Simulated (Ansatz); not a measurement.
# LiZn4As3: relaxing a made-up structure

This structure for LiZn4As3 is made up. Its elements were placed in a known structure type with a cell scaled to their sizes. What cell does the guess relax to, and how far off was it?

Program: Ansatz 0.2.0. Level of theory: DFT, PBE, plane-wave PAW, files of the set soft_1, scalar-relativistic, no spin, cell and ions relaxed at zero pressure; PAW set soft_1, in the first sound run; inputs show where later runs differ. Results are calculated unless marked as measured.

### 1. The structure

Symmetry: P4/mmm, No. 123, tetragonal system. The conventional cell has a = 3.700 Å, b = 3.700 Å, c = 9.085 Å, α = 90.00°, β = 90.00°, γ = 90.00°. Nearest to As lie 8 Zn at 2.36 Å. Nearest to As lie 4 Zn at 2.21 Å and 4 Li at 3.22 Å. Nearest to Zn lie 4 As at 2.21 to 2.36 Å. Nearest to Li lie 8 As at 3.22 Å. Farther neighbours are not listed.

Coordinates:

```cif
data_structure
_symmetry_space_group_name_H-M 'P 1'
_symmetry_Int_Tables_number 1
_cell_length_a 3.7000
_cell_length_b 3.7000
_cell_length_c 9.0850
_cell_angle_alpha 90.000
_cell_angle_beta 90.000
_cell_angle_gamma 90.000
_cell_volume 124.37
loop_
_atom_site_label
_atom_site_type_symbol
_atom_site_fract_x
_atom_site_fract_y
_atom_site_fract_z
_atom_site_occupancy
As1 As 0.00000 0.00000 0.00000 1
As2 As 0.50000 0.50000 0.70570 1
As3 As 0.50000 0.50000 0.29430 1
Zn4 Zn 0.50000 0.00000 0.83810 1
Zn5 Zn 0.00000 0.50000 0.83810 1
Zn6 Zn 0.50000 0.00000 0.16190 1
Zn7 Zn 0.00000 0.50000 0.16190 1
Li8 Li 0.00000 0.00000 0.50000 1
```

### 2. Relaxing cell and atoms

The guess takes its coordinates from another compound and its volume from a rule, so the cell and any free coordinates are relaxed together.

The input, input.yaml:

```yaml
crystal:
  lattice:
    - [3.7, 0.0, 0.0]
    - [0.0, 3.7, 0.0]
    - [0.0, 0.0, 9.085]
  atoms:
    - { symbol: As, position: [0.0, 0.0, 0.0] }
    - { symbol: As, position: [0.5, 0.5, 0.7057] }
    - { symbol: As, position: [0.5, 0.5, 0.2943] }
    - { symbol: Zn, position: [0.5, 0.0, 0.8381] }
    - { symbol: Zn, position: [0.0, 0.5, 0.8381] }
    - { symbol: Zn, position: [0.5, 0.0, 0.1619] }
    - { symbol: Zn, position: [0.0, 0.5, 0.1619] }
    - { symbol: Li, position: [0.0, 0.0, 0.5] }
kpoints:
  mp_grid: { grid: [7, 7, 3] }
scf:
  occupations: { method: fermi_dirac, width: 0.05 }
hamiltonian:
  xc: pbe
  pseudopotentials: { kind: paw, azcp: { folder: soft_1 } }
relax:
  f_tol: 0.015
  max_steps: 70
  cell: {}
output:
  forces: true
  stress: true
```

On the command line:

```sh
$ ansatz run input.yaml --threads 4 --pin off --max-ram 10240MiB --backend cpu --events-out ev --progress --plain --runs-dir out
```

Numbers of over 12 decimals in the logs are rounded to 6 here.

Output:

```text
Engine: ansatz 0.2.0, x86_64-unknown-linux-gnu
Pseudopotentials: kind: paw
Pseudopotential: As, paw, valence charge 15, recommended cutoff 420 eV (normal), soft_1/As.paw.azcp
Pseudopotential: Zn, paw, valence charge 12, recommended cutoff 420 eV (normal), soft_1/Zn.paw.azcp
Pseudopotential: Li, paw, valence charge 3, recommended cutoff 420 eV (normal), soft_1/Li.paw.azcp
Functional definition: PBE
  parameter kappa = 0.804
  parameter beta = 0.066725
  exchange = pbe_x(kappa = kappa, mu = beta*pi^2/3)
  correlation = pbe_c(beta = beta)
Crystal: 8 atoms, lattice volume = 124.374 Å³
Basis set: ecut = 420 eV, 2447 PW (Γ), exchange–correlation on 50×50×128 points (8 copies of the dense FFT grid, shifted against one another)
Bands: 58, of which v1, the nominal top of the filled ones, is band 48 counted from 1 (47 counted from 0)
Symmetry: 16 space group operations
Space group: P4/mmm (ITA 123), of the structure as read, at distance tolerance 5.0e-5 Å
k-points: 20 of 147
Non-local potential: As, projectors of the file, l = 0: 2, l = 1: 2, l = 2: 3, l = 3: 1
Non-local potential: Zn, projectors of the file, l = 0: 2, l = 1: 2, l = 2: 3, l = 3: 1
Non-local potential: Li, projectors of the file, l = 0: 3, l = 1: 2, l = 2: 1
PAW form: soft (Blöchl's): semilocal exchange-correlation on the pseudo side does not see the compensation charge
PAW one-centre angular grid: As, 590 points (default); XC on 64 Gauss nodes
PAW one-centre angular grid: Zn, 590 points (default); XC on 64 Gauss nodes
PAW one-centre angular grid: Li, 110 points (default); XC on 96 Gauss nodes
Initial density: superposition of atomic densities (chi_scale 0.1, normalization cell, long waves kept (reshape's long-wave potential 0.12 eV rms))
Initial wavefunctions: pseudopotential atomic-orbital guess
Functional: x = pbe(κ = 0.804, μ = 0.219515), c = pbe(β = 0.066725)
SCF iter   1: F=—  HF=-28045.551775 eV  |F-HF|=—  |Δ(HF+E_count)|=         —  Δρ=3.57e-2  dr2=1.26e0  ethr=3.10e-3  ⟨swp⟩=7.0  Hψ=5432  notcnv=0  defer=2
preconditioner: auto → LDOS  [insulator: Δε(μ)=0.171 eV  Ē_g=11.625 eV  σ=0.050 eV  W_gap=0.68  n_scr=38 (ndim 8)  ℏωp=26.6 eV  f_vac=0.013  D(μ)=0.37/eV (n_scr^D=2)  ε∞_Penn≈6.3  β→1.0]
SCF iter   2: F=—  HF=-28045.502897 eV  |F-HF|=—  |Δ(HF+E_count)|=   4.89e-2  Δρ=1.75e-2  dr2=8.02e-1  ethr=1.31e-3  ⟨swp⟩=3.1  Hψ=2230  notcnv=0  defer=63
SCF iter   3: F=—  HF=-28045.358993 eV  |F-HF|=—  |Δ(HF+E_count)|=   1.44e-1  Δρ=1.05e-2  dr2=2.00e-1  ethr=8.36e-4  ⟨swp⟩=3.1  Hψ=2165  notcnv=0  defer=60
SCF iter   4: F=—  HF=-28045.312662 eV  |F-HF|=—  |Δ(HF+E_count)|=   4.63e-2  Δρ=1.51e-3  dr2=4.54e-3  ethr=2.08e-4  ⟨swp⟩=2.9  Hψ=2005  notcnv=0  defer=60
SCF iter   5: F=—  HF=-28045.311280 eV  |F-HF|=—  |Δ(HF+E_count)|=   1.38e-3  Δρ=4.06e-4  dr2=1.86e-4  ethr=4.73e-6  ⟨swp⟩=2.0  Hψ=2038  notcnv=0  defer=60
SCF iter   6: F=—  HF=-28045.311287 eV  |F-HF|=—  |Δ(HF+E_count)|=   7.34e-6  Δρ=1.11e-4  dr2=1.68e-5  ethr=1.93e-7  ⟨swp⟩=2.0  Hψ=1941  notcnv=0  defer=60
SCF iter   7: F=—  HF=-28045.311275 eV  |F-HF|=—  |Δ(HF+E_count)|=   1.19e-5  Δρ=1.81e-5  dr2=3.72e-7  ethr=1.75e-8  ⟨swp⟩=2.0  Hψ=2038  notcnv=0  defer=60
SCF iter   8: F=-28045.311276 eV  HF=-28045.311276 eV  |F-HF|=3.98e-9  |Δ(HF+E_count)|=   1.81e-7  Δρ=4.25e-6  dr2=3.94e-8  ethr=1.04e-10  ⟨swp⟩=5.0  Hψ=4627  notcnv=0
SCF 1 converged in 8 iterations: F = -28045.311276 eV  dr2 = 3.94e-8
  greatest PAW one-centre occupation: 1.000 electrons in one spin orbital (limit 2), on the Li atom at site 7 (counted from 0), in its partial waves of l = 0
relax step   1: F+E_penalty+E_count = -28045.31127565 eV  Δ(F+E_penalty+E_count) = +0.000e0 eV  max|allowed force component| = 6.365e0 eV/Å  Δτ_max = 0.0000 Å  P = +41.978 GPa  Ω = 124.374 Å³  (8 SCF iters, dr2 threshold 1.00e-7 eV, accepted)
Crystal: 8 atoms, lattice volume = 142.064 Å³
Basis set: ecut = 420 eV, 2791 PW (Γ), exchange–correlation on 50×50×128 points (8 copies of the dense FFT grid, shifted against one another)
Initial density: handed on by an earlier stage of this run
Initial wavefunctions: those handed on with the density
iter 1 solved again at ethr=2.30e-4 eV; its pass at ethr=3.10e-3 eV (dr2=2.21e-1 eV) is discarded
SCF iter   1: F=—  HF=-28049.367038 eV  |F-HF|=—  |Δ(HF+E_count)|=         —  Δρ=1.25e-2  dr2=2.20e-1  ethr=2.30e-4  ⟨swp⟩=2.5  Hψ=7111  notcnv=0
preconditioner: auto → LDOS  [insulator: Δε(μ)=0.253 eV  Ē_g=10.884 eV  σ=0.050 eV  W_gap=0.60  n_scr=38 (ndim 8)  ℏωp=24.9 eV  f_vac=0.114  D(μ)=0.66/eV (n_scr^D=2)  ε∞_Penn≈6.2  β→1.0]
SCF iter   2: F=—  HF=-28049.475574 eV  |F-HF|=—  |Δ(HF+E_count)|=   1.09e-1  Δρ=1.73e-2  dr2=5.62e-1  ethr=2.29e-4  ⟨swp⟩=5.0  Hψ=2668  notcnv=0  recentre
preconditioner: auto → Resta (q_TF=auto, 2.556 Å⁻¹)  ε∞=6.7  [insulator: Δε(μ)=0.303 eV  Ē_g=10.437 eV  σ=0.050 eV  W_gap=0.91  n_scr=38 (ndim 8)  ℏωp=24.9 eV  f_vac=0.101  D(μ)=0.19/eV (n_scr^D=0)  ε∞_Penn≈6.7  β→0.5]
SCF iter   3: F=—  HF=-28049.339596 eV  |F-HF|=—  |Δ(HF+E_count)|=   1.36e-1  Δρ=3.50e-3  dr2=1.23e-2  ethr=2.29e-4  ⟨swp⟩=3.8  Hψ=2195  notcnv=0  defer=68
SCF iter   4: F=—  HF=-28049.342444 eV  |F-HF|=—  |Δ(HF+E_count)|=   2.85e-3  Δρ=1.59e-3  dr2=2.80e-3  ethr=1.28e-5  ⟨swp⟩=2.0  Hψ=2163  notcnv=0  defer=68
SCF iter   5: F=—  HF=-28049.341910 eV  |F-HF|=—  |Δ(HF+E_count)|=   5.34e-4  Δρ=4.27e-4  dr2=3.63e-4  ethr=2.91e-6  ⟨swp⟩=2.0  Hψ=2034  notcnv=0  defer=68
SCF iter   6: F=—  HF=-28049.342014 eV  |F-HF|=—  |Δ(HF+E_count)|=   1.04e-4  Δρ=1.82e-4  dr2=4.76e-5  ethr=3.78e-7  ⟨swp⟩=2.0  Hψ=2045  notcnv=0  defer=68
SCF iter   7: F=—  HF=-28049.342052 eV  |F-HF|=—  |Δ(HF+E_count)|=   3.76e-5  Δρ=1.06e-4  dr2=1.14e-5  ethr=4.95e-8  ⟨swp⟩=2.0  Hψ=2039  notcnv=0  defer=68
SCF iter   8: F=—  HF=-28049.342060 eV  |F-HF|=—  |Δ(HF+E_count)|=   8.09e-6  Δρ=1.84e-5  dr2=1.51e-6  ethr=1.19e-8  ⟨swp⟩=2.0  Hψ=2040  notcnv=0  defer=68
SCF iter   9: F=-28049.342060 eV  HF=-28049.342060 eV  |F-HF|=2.92e-8  |Δ(HF+E_count)|=   3.57e-7  Δρ=9.98e-6  dr2=1.40e-7  ethr=8.33e-10  ⟨swp⟩=5.0  Hψ=5067  notcnv=0
SCF 2 converged in 9 iterations: F = -28049.342060 eV  dr2 = 1.40e-7
relax step   2: F+E_penalty+E_count = -28049.34206006 eV  Δ(F+E_penalty+E_count) = -4.031e0 eV  max|allowed force component| = 2.424e0 eV/Å  Δτ_max = 0.1349 Å  P = +15.133 GPa  Ω = 142.064 Å³  energy of the carried Pulay correction = -9.465e-3 eV  (9 SCF iters, dr2 threshold 8.00e-7 eV, accepted)
Crystal: 8 atoms, lattice volume = 155.952 Å³
Basis set: ecut = 420 eV, 3041 PW (Γ), exchange–correlation on 50×50×128 points (8 copies of the dense FFT grid, shifted against one another)
[...]
SCF iter   3: F=—  HF=-28050.328478 eV  |F-HF|=—  |Δ(HF+E_count)|=   5.64e-4  Δρ=1.55e-3  dr2=4.02e-3  ethr=1.02e-5  ⟨swp⟩=2.0  Hψ=2219  notcnv=0  defer=1
SCF iter   4: F=—  HF=-28050.328739 eV  |F-HF|=—  |Δ(HF+E_count)|=   2.62e-4  Δρ=6.50e-4  dr2=8.78e-4  ethr=4.19e-6  ⟨swp⟩=2.0  Hψ=2089  notcnv=0  defer=1
SCF iter   5: F=—  HF=-28050.328979 eV  |F-HF|=—  |Δ(HF+E_count)|=   2.40e-4  Δρ=1.80e-4  dr2=8.30e-5  ethr=9.15e-7  ⟨swp⟩=2.0  Hψ=2194  notcnv=0  defer=1
SCF iter   6: F=—  HF=-28050.329030 eV  |F-HF|=—  |Δ(HF+E_count)|=   5.14e-5  Δρ=8.54e-5  dr2=1.56e-5  ethr=8.64e-8  ⟨swp⟩=2.0  Hψ=2046  notcnv=0  defer=1
SCF iter   7: F=—  HF=-28050.329039 eV  |F-HF|=—  |Δ(HF+E_count)|=   8.29e-6  Δρ=5.85e-5  dr2=3.82e-6  ethr=1.62e-8  ⟨swp⟩=3.0  Hψ=2140  notcnv=0  defer=1
SCF iter   8: F=-28050.329041 eV  HF=-28050.329041 eV  |F-HF|=1.28e-7  |Δ(HF+E_count)|=   2.08e-6  Δρ=1.36e-5  dr2=2.98e-7  ethr=8.33e-10  ⟨swp⟩=3.8  Hψ=5393  notcnv=0
SCF 3 converged in 8 iterations: F = -28050.329041 eV  dr2 = 2.98e-7
relax step   3: F+E_penalty+E_count = -28050.32904070 eV  Δ(F+E_penalty+E_count) = -9.870e-1 eV  max|allowed force component| = 7.223e-1 eV/Å  Δτ_max = 0.0628 Å  P = +4.566 GPa  Ω = 155.952 Å³  energy of the carried Pulay correction = -1.606e-2 eV  (8 SCF iters, dr2 threshold 8.00e-7 eV, accepted)
[... from here on, the SCF cycles and remarks between the steps are left out ...]
relax step   4: F+E_penalty+E_count = -28050.48459356 eV  Δ(F+E_penalty+E_count) = -1.556e-1 eV  max|allowed force component| = 1.085e-1 eV/Å  Δτ_max = 0.0786 Å  P = +1.150 GPa  Ω = 160.484 Å³  energy of the carried Pulay correction = -1.808e-2 eV  (8 SCF iters, dr2 threshold 8.00e-7 eV, accepted)
relax step   5: F+E_penalty+E_count = -28050.49200241 eV  Δ(F+E_penalty+E_count) = -7.409e-3 eV  max|allowed force component| = 2.628e-2 eV/Å  Δτ_max = 0.0354 Å  P = -0.156 GPa  Ω = 165.014 Å³  energy of the carried Pulay correction = -2.004e-2 eV  (6 SCF iters, dr2 threshold 8.00e-7 eV, accepted)
relax step   6: F+E_penalty+E_count = -28050.49421445 eV  Δ(F+E_penalty+E_count) = -2.212e-3 eV  max|allowed force component| = 9.038e-3 eV/Å  Δτ_max = 0.0195 Å  P = -0.039 GPa  Ω = 164.018 Å³  energy of the carried Pulay correction = -1.961e-2 eV  (7 SCF iters, dr2 threshold 9.46e-8 eV, accepted)
relax step   7: F+E_penalty+E_count = -28050.49437238 eV  Δ(F+E_penalty+E_count) = -1.579e-4 eV  max|allowed force component| = 3.508e-3 eV/Å  Δτ_max = 0.0011 Å  P = -0.002 GPa  Ω = 163.872 Å³  energy of the carried Pulay correction = -1.955e-2 eV  (5 SCF iters, dr2 threshold 2.68e-8 eV, accepted)
relax step   8: F+E_penalty+E_count = -28050.52672942 eV  Δ(F+E_penalty+E_count) = -3.236e-2 eV  max|allowed force component| = 3.189e-3 eV/Å  Δτ_max = 0.0000 Å  P = +0.288 GPa  Ω = 163.872 Å³  stress off target by 3.49e-1 GPa  SCF on the basis re-selected at this cell (its energy is not comparable with the rows above)  (11 SCF iters)
relax step   9: F+E_penalty+E_count = -28050.52746748 eV  Δ(F+E_penalty+E_count) = -7.381e-4 eV  max|allowed force component| = 2.138e-2 eV/Å  Δτ_max = 0.0110 Å  P = +0.046 GPa  Ω = 165.053 Å³  energy of the carried Pulay correction = -5.202e-4 eV  (6 SCF iters, dr2 threshold 3.05e-7 eV, accepted)
relax step  10: F+E_penalty+E_count = -28050.52751727 eV  Δ(F+E_penalty+E_count) = -4.979e-5 eV  max|allowed force component| = 8.622e-4 eV/Å  Δτ_max = 0.0017 Å  P = -0.001 GPa  Ω = 165.140 Å³  energy of the carried Pulay correction = -5.588e-4 eV  (6 SCF iters, dr2 threshold 2.86e-8 eV, accepted)
iter 1 solved again at ethr=7.75e-8 eV; its pass at ethr=3.10e-3 eV (dr2=7.44e-5 eV) is discarded
SCF iter   1: F=—  HF=-28050.527742 eV  |F-HF|=—  |Δ(HF+E_count)|=         —  Δρ=1.02e-4  dr2=6.14e-7  ethr=7.75e-8  ⟨swp⟩=3.2  Hψ=8046  notcnv=0
preconditioner: auto → LDOS  [insulator: Δε(μ)=0.126 eV  Ē_g=9.866 eV  σ=0.050 eV  W_gap=0.55  n_scr=46 (ndim 8)  ℏωp=23.1 eV  f_vac=0.106  D(μ)=0.38/eV (n_scr^D=2)  ε∞_Penn≈6.5  β→1.0]
SCF iter   2: F=—  HF=-28050.528057 eV  |F-HF|=—  |Δ(HF+E_count)|=   3.15e-4  Δρ=3.12e-5  dr2=8.29e-7  ethr=6.40e-10  ⟨swp⟩=2.0  Hψ=2127  notcnv=0
SCF iter   3: F=—  HF=-28050.528057 eV  |F-HF|=—  |Δ(HF+E_count)|=   1.57e-7  Δρ=4.13e-5  dr2=1.50e-6  ethr=6.40e-10  ⟨swp⟩=2.0  Hψ=1802  notcnv=0
SCF iter   4: F=—  HF=-28050.528056 eV  |F-HF|=—  |Δ(HF+E_count)|=   6.08e-7  Δρ=5.48e-6  dr2=3.71e-8  ethr=6.40e-10  ⟨swp⟩=2.0  Hψ=1736  notcnv=0
SCF iter   5: F=—  HF=-28050.528057 eV  |F-HF|=—  |Δ(HF+E_count)|=   1.24e-8  Δρ=8.90e-7  dr2=3.11e-9  ethr=3.87e-11  ⟨swp⟩=2.0  Hψ=1740  notcnv=0
SCF iter   6: F=-28050.528057 eV  HF=-28050.528057 eV  |F-HF|=5.97e-10  |Δ(HF+E_count)|=   1.50e-8  Δρ=1.71e-7  dr2=2.48e-11  ethr=1.00e-12  ⟨swp⟩=3.9  Hψ=4526  notcnv=0
SCF 11 converged in 6 iterations: F = -28050.528057 eV  dr2 = 2.48e-11
relax step  11: F+E_penalty+E_count = -28050.52805652 eV  Δ(F+E_penalty+E_count) = -5.393e-4 eV  max|allowed force component| = 9.034e-4 eV/Å  Δτ_max = 0.0000 Å  P = -0.001 GPa  Ω = 165.140 Å³  stress off target by 1.44e-3 GPa  SCF on the basis re-selected at this cell (its energy is not comparable with the rows above)  (6 SCF iters)
basis re-selected at this cell: Δ(F+E_penalty+E_count) = -5.393e-4 eV, ΔP = -0.000 GPa vs the last step (what re-selecting the basis moved, of the pressure what is left beyond the Pulay correction that the steps carried, after the strain that the cell walked since its last selection, with what the two solves' SCF thresholds leave and, on support functions, any second-order correction that the steps lacked; it is no m [...]
SCF converged after 6 iterations
Free energy (F): -28050.528057 eV
Harris-Foulkes:  -28050.528057 eV  (|F-HF|=5.97e-10)
Internal energy: -28050.524358 eV  (E = F + TS)
E sigma→0 (E₀):  -28050.526207 eV
Entropy (-TS):   -0.003699 eV (-0.462 meV/atom)
Fermi energy:    7.796949 eV
--- Per-component energies (eV) ---
  E_band       = -836.958043
  E_kinetic    = 893.793373
  E_local      = -16933.689228  (includes V_loc(G=0)·N_el)
  E_nonlocal   = 2078.095192
  E_hartree    = 7795.543813
  E_xc         = -532.204278
  E_vxc        = -434.684992  (∫ρ·V_xc dr)
  E_paw        = -13653.499052  (= ΣΔE_a)
  E_vpaw       = -2031.559484  (= ΣTr[D̂ρ^β])
  E_aug_tail   = -0.000765  (compensation charges beyond the density's cutoff)
  E_ewald      = -7698.563413
  E_smearing   = -0.003699  (= −TS)
  E_closure    = -0.000000  (closes the sum)
  Σ components = -28050.528057   (vs F -28050.528057, Δ=0.00e0)
--- Forces (eV/Å), atoms counted from 1 ---
  atom   1  As    -0.00000000     0.00000000     0.00000000
  atom   2  As     0.00000000     0.00000000     0.00090341
  atom   3  As     0.00000000     0.00000000    -0.00090341
  atom   4  Zn     0.00000000     0.00000000     0.00013217
  atom   5  Zn     0.00000000     0.00000000     0.00013217
  atom   6  Zn     0.00000000     0.00000000    -0.00013217
  atom   7  Zn     0.00000000     0.00000000    -0.00013217
  atom   8  Li    -0.00000000     0.00000000     0.00000000
  max |Σ_I F_I| component: 4.14e-17 eV/Å
--- Stress (GPa, compression-positive) ---
       -0.001440       0.000000       0.000000
        0.000000      -0.001440       0.000000
        0.000000       0.000000       0.000563
  P = ⅓ Tr σ = -0.0008 GPa (-0.008 kbar)
--- Relaxed structure (9 steps of the walk, 9 accepted, 2 SCFs on fresh bases) ---
  F+E_penalty+E_count = -28050.52805652 eV   max|allowed force component| = 9.034e-4 eV/Å   (the final SCF, on the basis selected at the relaxed cell)
  cell:  # Å, volume = 165.1405 Å³
    - [4.104976, 0, 0.0]
    - [0, 4.104976, 0.0]
    - [0.0, 0.0, 9.800138]
  atoms:
    - { symbol: As, position: [0, 0, -2.879072912626614e-19] }
    - { symbol: As, position: [0.5, 0.5, 0.678083] }
    - { symbol: As, position: [0.5, 0.5, 0.321917] }
    - { symbol: Zn, position: [0.5, 0, 0.828129] }
    - { symbol: Zn, position: [0, 0.5, 0.828129] }
    - { symbol: Zn, position: [0.5, 0, 0.171871] }
    - { symbol: Zn, position: [0, 0.5, 0.171871] }
    - { symbol: Li, position: [0, 0, 0.500000] }
```

It took 21 s on 4 threads of AMD EPYC 7R13 (Zen 3), shared host; peak memory 0.77 GiB; 78 s of CPU time.

The steps of the relaxation:

```csv
step,energy less that of the first step (eV),largest force component (eV/Å),pressure (GPa),volume (Å³)
1,0.0000,6.3646,41.98,124.37
2,-4.0308,2.4238,15.13,142.06
3,-5.0178,0.7223,4.57,155.95
4,-5.1733,0.1085,1.15,160.48
5,-5.1807,0.0263,-0.16,165.01
6,-5.1829,0.0090,-0.04,164.02
7,-5.1831,0.0035,0.00,163.87
8*,-5.2155,0.0032,0.29,163.87
9,-5.2162,0.0214,0.05,165.05
10,-5.2162,0.0009,0.00,165.14
11*,-5.2168,0.0009,0.00,165.14
```

Relaxation steps marked * repeat the geometry before them on a plane-wave basis chosen anew for their cell, so energy and pressure can jump there.

The run keeps the 16 symmetry operations that it works with, so distortions that break them were not tested.

```csv
"conventional cell, symmetrised",before,after,change
a (Å),3.700,4.105,+10.9 %
b (Å),3.700,4.105,+10.9 %
c (Å),9.085,9.800,+7.9 %
volume (Å³/atom),15.55,20.64,+32.8 %
```

The atoms that moved most (Å, as changes of fractional coordinates times the final cell):

```csv
atom,dx,dy,dz,length
As2,0.000,0.000,-0.271,0.271
As3,0.000,0.000,0.271,0.271
Zn4,0.000,0.000,-0.098,0.098
Zn5,0.000,0.000,-0.098,0.098
Zn7,0.000,0.000,0.098,0.098
Zn6,0.000,0.000,0.098,0.098
```

This step gave:

```
free energy             : -28050.5281 eV
energy at zero smearing : -28050.5262 eV
smearing term TS        : 0.003699 eV
Fermi energy            : 7.797 eV
gap by band count       : 0.1259 eV
electrons               : 96
symmetry operations     : 16
pressure                : -7.73e-4 GPa
```

The shortest distance of each pair, which need not be the same contact before and after:

```csv
pair,guess (Å),relaxed (Å)
As–Zn,2.207,2.525
Zn–Zn,2.616,2.903
As–Li,3.215,3.387
As–As,3.700,3.490
Li–Zn,3.586,3.815
```

The relaxation ends with a largest force component of 9.0e-4 eV/Å and a pressure of 0.00 GPa.

(Part 1 of 2 ends here.)

[Logs are printed without paths, hosts, clocks, repeated set-up lines and the standing remarks that a program may print on its own settings, such as how far it seeks lower states.]

[Hosts, paths, dates, database ids (printed as entryN), source tags and the programs' standing remarks are cut or masked in the printed files.]
